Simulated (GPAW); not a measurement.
Consider Na2MoO4 (Fd-3m).

```
Mo Na O
1.0
     0.00000    4.55444    4.55444
     4.55444    0.00000    4.55444
     4.55444    4.55444    0.00000
Mo Na O
2 4 8
Direct
  0.75000 0.75000 0.75000
  0.50000 0.50000 0.50000
  0.12500 0.62500 0.12500
  0.12500 0.12500 0.62500
  0.62500 0.12500 0.12500
  0.12500 0.12500 0.12500
  0.86229 0.86229 0.41313
  0.38771 0.83687 0.38771
  0.86229 0.86229 0.86229
  0.83687 0.38771 0.38771
  0.86229 0.41313 0.86229
  0.38771 0.38771 0.83687
  0.41313 0.86229 0.86229
  0.38771 0.38771 0.38771
```

Absorber: atom 7, with 1 Mo at 1.77 Å (terminal, site symmetry 3m). Method: GPAW, LDA, full core hole (charged cell), 14-atom cell with 6.4 Å between holes, 4×4×4 k points, dipole transitions, Gaussian full width 0.9 eV up to 4 eV, rising linearly to 3.5 eV at 25 eV.

Where do the maxima of the O K edge fall?

Main maxima up to 24 eV above the zero (height): 0.1 eV (2.79), 1.7 eV (2.94), 8.3 eV (1.75) and 15.2 eV (1.18). A K edge sees empty p states; the first features are O p mixed into the empty d states of the Mo neighbours, and the broad ones above probably into the cations' higher empty bands. The total-energy difference plus the lowest empty eigenvalue puts the zero at 534.66 eV. One term is added: -8.83 eV, since the hole is spin-paired here and a spin-polarised one costs that much less in the free atom (computed apart). The photon energy is then 525.83 eV. The functional and the charged cell's background leave an error in such absolute values: in the free atom LDA prices this hole 4.1 eV below PBE (computed apart), and PBE is itself good to a few eV.

The O K spectrum (energy from the lowest empty level; intensity scaled to a mean of 1 over the first 20 eV):

| E (eV) | intensity |
| --- | --- |
| -2.0 | 0.00 |
| -1.5 | 0.00 |
| -1.0 | 0.05 |
| -0.5 | 0.86 |
| 0.0 | 2.71 |
| 0.5 | 1.68 |
| 1.0 | 1.21 |
| 1.5 | 2.79 |
| 2.0 | 2.29 |
| 2.5 | 0.70 |
| 3.0 | 0.31 |
| 3.5 | 0.39 |
| 4.0 | 0.35 |
| 4.5 | 0.53 |
| 5.0 | 0.87 |
| 5.5 | 0.89 |
| 6.0 | 0.86 |
| 6.5 | 0.92 |
| 7.0 | 1.07 |
| 7.5 | 1.40 |
| 8.0 | 1.69 |
| 8.5 | 1.73 |
| 9.0 | 1.53 |
| 9.5 | 1.25 |
| 10.0 | 1.01 |
| 10.5 | 0.80 |
| 11.0 | 0.60 |
| 11.5 | 0.46 |
| 12.0 | 0.41 |
| 12.5 | 0.45 |
| 13.0 | 0.56 |
| 13.5 | 0.73 |
| 14.0 | 0.92 |
| 14.5 | 1.08 |
| 15.0 | 1.17 |
| 15.5 | 1.17 |
| 16.0 | 1.09 |
| 16.5 | 0.98 |
| 17.0 | 0.87 |
| 17.5 | 0.80 |
| 18.0 | 0.75 |
| 18.5 | 0.72 |
| 19.0 | 0.69 |
| 19.5 | 0.66 |
| 20.0 | 0.65 |
| 20.5 | 0.65 |
| 21.0 | 0.67 |
| 21.5 | 0.71 |
| 22.0 | 0.77 |
| 22.5 | 0.84 |
| 23.0 | 0.92 |
| 23.5 | 0.99 |
| 24.0 | 1.05 |
| 24.5 | 1.10 |
| 25.0 | 1.13 |
| 25.5 | 1.12 |
| 26.0 | 1.07 |
| 26.5 | 1.01 |
| 27.0 | 0.93 |
| 27.5 | 0.85 |
| 28.0 | 0.80 |
| 28.5 | 0.76 |
| 29.0 | 0.74 |
| 29.5 | 0.73 |
| 30.0 | 0.72 |
| 30.5 | 0.71 |
| 31.0 | 0.70 |
| 31.5 | 0.69 |
| 32.0 | 0.68 |

The holes are only 6.4 Å apart, so the shape is probably not converged with cell size; no larger cell was run here. The mesh is coarse (0.30 Å⁻¹ between points), so small maxima may be mesh ripples. The structure is a published determination, not relaxed.

[Banner, clock and machine lines of the logs are left out without a mark of their own.]

[Logs are printed without paths, hosts, clocks, repeated set-up lines and the standing remarks that a program may print on its own settings, such as how far it seeks lower states.]

[Hosts, paths, dates, database ids (printed as entryN), source tags and the programs' standing remarks are cut or masked in the printed files.]

[Lists of maxima count a maximum above −3 eV only where it reaches 4 % of the highest in the window and stands out from its surroundings by 2 % of it (1.5 % where it reaches 55 %); shoulders and weaker maxima are passed over, and of the rest the first, up to two pre-edge ones and the few strongest are named.]
